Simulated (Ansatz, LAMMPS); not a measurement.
**Structural relaxation of amorphous Hg33S25Se8 (66 atoms)**

Aim: bring amorphous Hg33S25Se8 (66 atoms) to a nearby minimum of the energy and see what moves.

Program: Ansatz 0.2.0. Level of theory: Kohn-Sham DFT, PBEsol, PAW (set soft_2), plane waves. Results are calculated unless marked as measured.

## 1. The structure

The cell holds 66 atoms: 33 Hg, 25 S and 8 Se. Its edges and angles: a = 12.034 Å, b = 12.034 Å, c = 12.034 Å, α = 90.0°, β = 90.0°, γ = 90.0°. 66 atoms (33 Hg, 25 S, 8 Se) placed at random at 7.67 g/cm³, melted at 2500 K for 10 ps at fixed volume with the Stillinger-Weber II-VI potential (Zhou et al., Phys. Rev. B 88, 085309 (2013)). Quenched from 2500 K to 500 K at 1000 K/ps and fixed volume, held 5 ps, then minimised at fixed cell.

Limits known from the start: The quench rate of 1000 K/ps far exceeds what a furnace or splat quench reaches, so expect more defects and frozen-in strain than in a real sample. The starting topology of bonds comes from the classical model. The Brillouin zone is sampled at Γ only, in a cell whose shortest periodic width is 12 Å. No spin–orbit coupling is included, so levels derived from the heavy atoms are approximate.

## 2. Single point at the start

The forces at the start show how far the geometry lies from a minimum of this functional.

The input, input.yaml:

```yaml
crystal:
  lattice:
    - [12.034, 0.0, 0.0]
    - [0.0, 12.034, 0.0]
    - [0.0, 0.0, 12.034]
  atoms:
    - { symbol: Hg, position: [0.70128, 0.34283, 0.73506] }
    - { symbol: Hg, position: [0.22436, 0.20238, 0.61607] }
    - { symbol: Hg, position: [0.08938, 0.61161, 0.50047] }
    - { symbol: Hg, position: [0.27212, 0.49503, 0.13876] }
    [... 56 atom lines left out ...]
    - { symbol: Se, position: [0.56547, 0.41131, 0.34955] }
    - { symbol: Se, position: [0.29778, 0.31063, 0.26418] }
    - { symbol: Se, position: [0.92854, 0.32956, 0.25531] }
    - { symbol: Se, position: [0.76187, 0.57475, 0.06651] }
    - { symbol: Se, position: [0.10128, 0.0475, 0.48426] }
    - { symbol: Se, position: [0.44034, 0.88158, 0.4592] }
kpoints:
  mp_grid: { grid: [1, 1, 1] }
hamiltonian:
  xc: pbesol
scf:
  occupations: { method: gaussian, width: 0.025 }
output:
  forces: true
  stress: true
  populations: true
  dos:
    method: { smearing: { sigma: 0.08 } }
    de: 0.1
    projected: { site_lists: { Hg: [Hg], S: [S], Se: [Se] } }
  eigenvalues: true
```

Run with:

```sh
$ ansatz run input.yaml --threads 4 --pin off --max-ram 8192MiB --backend cpu --events-out ev --progress --plain --runs-dir out
```

Run time: 48 s. Hardware: 4 threads of Arm Neoverse V2, shared host; peak memory 2.7 GiB; 3 min of CPU time.

The run gave:

```
free energy                             : -516545.8938 eV
free energy per atom                    : -7826.4529 eV/atom
SCF cycles                              : 16
pressure                                : -3.258 GPa
r.m.s. force component                  : 0.378 eV/Å
longest force                           : 1.674 eV/Å
Fermi energy                            : 8.27 eV
levels partly filled by over 2 per cent : 2
spilling of the projection              : 0.007606
```

The r.m.s. force component of 0.38 eV/Å and the pressure of -3.3 GPa set the starting point.

Length of the force by element:

```csv
element,coordination,atoms,mean length of the force (eV/Å),spread,least,most
Hg,all,33,0.496,0.173,0.193,0.948
S,all,25,0.738,0.372,0.192,1.67
Se,all,8,0.409,0.309,0.121,0.948
```

## 3. Relaxation

With the cell held, the atoms are moved downhill towards a nearby minimum.

input.yaml, the sections that differ from step 2:

```yaml
output:
  forces: true
relax:
  f_tol: 0.03
  max_steps: 96
# crystal, kpoints, hamiltonian, scf: as in step 2
```

It took 19 min on 4 threads; peak memory 2.7 GiB; 74 min of CPU time.

The steps of the relaxation (22 of 60):

```csv
step,energy less that of the first step (eV),largest force component (eV/Å)
1,0.0000,1.3274
4,-7.0727,0.8155
7,-10.4182,0.6128
9,-12.2133,3.0515
12,-13.9334,0.2735
15,-14.7469,0.1731
18,-15.5234,0.2229
21,-16.1627,0.1368
23,-16.4552,0.2969
26,-16.7233,0.3914
29,-16.9083,0.0974
32,-16.9399,0.2070
35,-17.0090,0.1467
38,-17.0840,0.1980
40,-17.2227,0.1047
43,-17.2740,0.3811
46,-17.5310,0.1721
49,-17.6717,0.1658
52,-17.7752,0.2758
54,-17.8131,0.2062
57,-17.8449,0.1026
60,-17.8503,0.0187
```

Relaxation steps 32, 43, 58 were tried and not accepted.

The atoms that moved most (Å):

```csv
atom,dx,dy,dz,length
Hg1,0.234,0.404,2.892,2.929
Hg15,0.379,-2.150,0.811,2.329
Hg26,0.060,1.176,-1.594,1.982
Hg11,-0.584,0.867,1.647,1.951
S40,0.559,-1.725,0.412,1.859
Hg10,1.240,-0.061,-1.333,1.821
S36,-0.958,0.778,-1.224,1.738
Hg19,-1.546,-0.089,-0.554,1.645
```

The relaxation changed the energy by -270 meV/atom, and atoms moved by 1.1 Å r.m.s., 2.9 Å at most.

## 4. Structure statistics after relaxation

Density 7.67 g/cm³, 26.41 Å³ an atom.

Pair distribution functions g(r), in bins of 0.2 Å:

```csv
r (Å),total,Hg-Hg,Hg-S,Hg-Se,S-S,S-Se,Se-Se
2.00,0.22,0.00,0.00,0.00,1.54,0.00,0.00
2.20,0.00,0.00,0.00,0.00,0.00,0.00,0.00
2.40,2.37,0.00,5.54,2.16,0.00,0.00,0.00
2.60,1.08,0.37,1.37,3.88,0.00,0.00,0.00
2.80,1.11,0.17,1.85,3.06,0.00,0.00,0.00
3.00,0.64,0.15,1.21,0.88,0.23,0.00,0.00
3.20,0.77,0.74,1.06,0.79,0.64,0.00,0.00
3.40,0.63,0.76,0.58,0.45,0.38,0.58,3.92
3.60,1.37,2.26,0.78,0.61,2.23,1.30,0.00
3.80,1.45,2.21,0.70,1.45,1.67,2.14,1.52
4.00,1.47,1.58,1.00,0.99,2.35,2.60,0.00
4.20,0.97,1.67,0.66,0.14,1.12,0.79,3.70
4.40,1.00,0.72,0.99,0.69,1.03,1.79,3.35
4.60,1.08,1.02,0.95,1.00,1.77,0.65,2.02
4.80,1.03,0.93,0.72,0.68,1.46,1.94,3.76
5.00,0.60,0.82,0.47,0.52,0.53,0.84,0.00
5.20,0.92,0.61,1.09,1.36,0.99,0.50,0.00
5.40,0.88,0.65,1.07,1.07,0.68,0.71,1.53
5.60,0.95,0.77,1.23,1.09,0.78,0.45,0.00
5.80,1.00,1.21,1.23,1.02,0.60,0.20,0.00
```

## 5. Single point at the relaxed geometry

One more single point at the end of the walk gives the fuller output and checks the residual forces.

The input, input.yaml:

```yaml
crystal:
  lattice:
    - [12.034, 0.0, 0.0]
    - [0.0, 12.034, 0.0]
    - [0.0, 0.0, 12.034]
  atoms:
    - { symbol: Hg, position: [0.72071, 0.37644, 0.97535] }
    - { symbol: Hg, position: [0.24821, 0.21006, 0.69604] }
    - { symbol: Hg, position: [0.06667, 0.70207, 0.59521] }
    - { symbol: Hg, position: [0.27632, 0.50321, 0.07998] }
    [... 56 atom lines left out ...]
    - { symbol: Se, position: [0.57556, 0.421, 0.40179] }
    - { symbol: Se, position: [0.28375, 0.33805, 0.23489] }
    - { symbol: Se, position: [0.9173, 0.32527, 0.24499] }
    - { symbol: Se, position: [0.76841, 0.60467, 0.09624] }
    - { symbol: Se, position: [0.13686, 0.06784, 0.44106] }
    - { symbol: Se, position: [0.46139, 0.83569, 0.49663] }
kpoints:
  mp_grid: { grid: [1, 1, 1] }
hamiltonian:
  xc: pbesol
scf:
  occupations: { method: gaussian, width: 0.025 }
output:
  forces: true
  stress: true
  populations: true
  dos:
    method: { smearing: { sigma: 0.08 } }
    de: 0.1
    projected: { site_lists: { Hg: [Hg], S: [S], Se: [Se] } }
  eigenvalues: true
  write_density: true
  write_potential: true
  volumetric_format: npy
```

Wall time 45 s (4 threads); peak memory 2.7 GiB; 2.9 min of CPU time.

The run gave:

```
free energy                                      : -516563.7441 eV
free energy per atom                             : -7826.7234 eV/atom
SCF cycles                                       : 10
pressure                                         : 0.3886 GPa
r.m.s. force component                           : 0.00575 eV/Å
longest force                                    : 0.02385 eV/Å
Fermi energy                                     : 8.569 eV
gap (highest filled to lowest empty level) : 0.8101 eV
spilling of the projection                       : 0.007707
```

States in the cell by windows of 1 eV, zero at the Fermi level; the larger projections on atomic orbitals stand beside the total:

```csv
from (eV),to (eV),total,Hg d,S p,Hg s,Se p,S s
-14,-13,40.8,3.2,0.7,3.6,0.1,24.5
-13,-12,15.0,0.9,0.1,0.5,0.1,8.4
-12,-11,2.0,0.1,0.2,0.1,0.0,1.6
-11,-10,2.0,0.1,0.3,0.1,0.0,1.5
-10,-9,0.0,0.0,0.0,0.0,0.0,0.0
-9,-8,29.4,22.0,4.7,1.3,0.5,0.6
-8,-7,156.6,140.0,9.0,2.6,3.0,1.3
-7,-6,144.6,136.0,3.5,1.9,1.2,1.3
-6,-5,30.9,8.5,9.3,9.3,2.0,1.1
-5,-4,32.9,5.5,12.2,9.9,3.3,1.1
-4,-3,34.3,3.0,20.4,3.8,5.0,0.7
-3,-2,40.9,3.0,25.0,2.1,8.4,0.5
-2,-1,47.4,3.5,28.0,1.9,11.5,0.3
-1,0,11.0,0.8,5.3,0.8,3.5,0.1
0,1,9.3,0.4,2.9,3.2,1.0,0.4
1,2,32.5,0.9,9.5,11.0,3.2,0.9
2,3,33.1,0.7,9.2,8.2,2.6,0.5
3,4,26.6,0.2,2.3,1.7,0.6,0.1
4,5,33.3,0.1,1.6,1.1,0.5,0.1
```

The curve was stored every 0.100 eV, coarse against its broadening of 0.08 eV, so these counts are rough.

Between -26 and -14 eV lie 6 more states.

The stored curve holds about 594 of the 938 electrons; the rest, give or take the few that broadening carries across the Fermi level, lie in deeper levels below its range.

The levels nearest the highest filled one (over half full), pooled over k-points and spins:

```csv
level less the highest filled one (eV),occupation
-0.562,2
-0.495,2
-0.361,2
-0.285,2
-0.212,2
0,2
0.810,0
1.21,0
1.33,0
1.36,0
1.45,0
1.49,0
```

## 6. Results

| Quantity | Value |
| --- | --- |
| energy change in the relaxation | -270.5 meV/atom |
| r.m.s. displacement | 1.143 Å |
| largest displacement | 2.929 Å |
| free energy per atom | -7826.7234 eV/atom |
| pressure | 0.3886 GPa |
| r.m.s. force component | 0.00575 eV/Å |
| gap (highest filled to lowest empty level) | 0.8101 eV |
| wall time of the 3 DFT runs | 21 min |

In words: Relaxation lowers the energy by 270 meV/atom and moves atoms by 1.1 Å r.m.s.; the r.m.s. force component goes from 0.38 to 0.0057 eV/Å, the pressure goes from -3.3 to 0.39 GPa. From the first step to the last the energy fell by 17.850 eV, and the largest move was 2.93 Å (Hg1). Between filled and empty levels lie 0.810 eV (at Γ alone); a semilocal functional tends to put such gaps too low. In a disordered cell it changes from sample to sample, and tail or defect levels can set it.

What to keep in mind: The network of bonds at the start is that of the classical potential that made the cell; in DFT atoms moved by 1.1 Å r.m.s.

[Logs are printed without paths, hosts, clocks, repeated set-up lines and the standing remarks that a program may print on its own settings, such as how far it seeks lower states.]

[Hosts, paths, dates, database ids (printed as entryN), source tags and the programs' standing remarks are cut or masked in the printed files.]
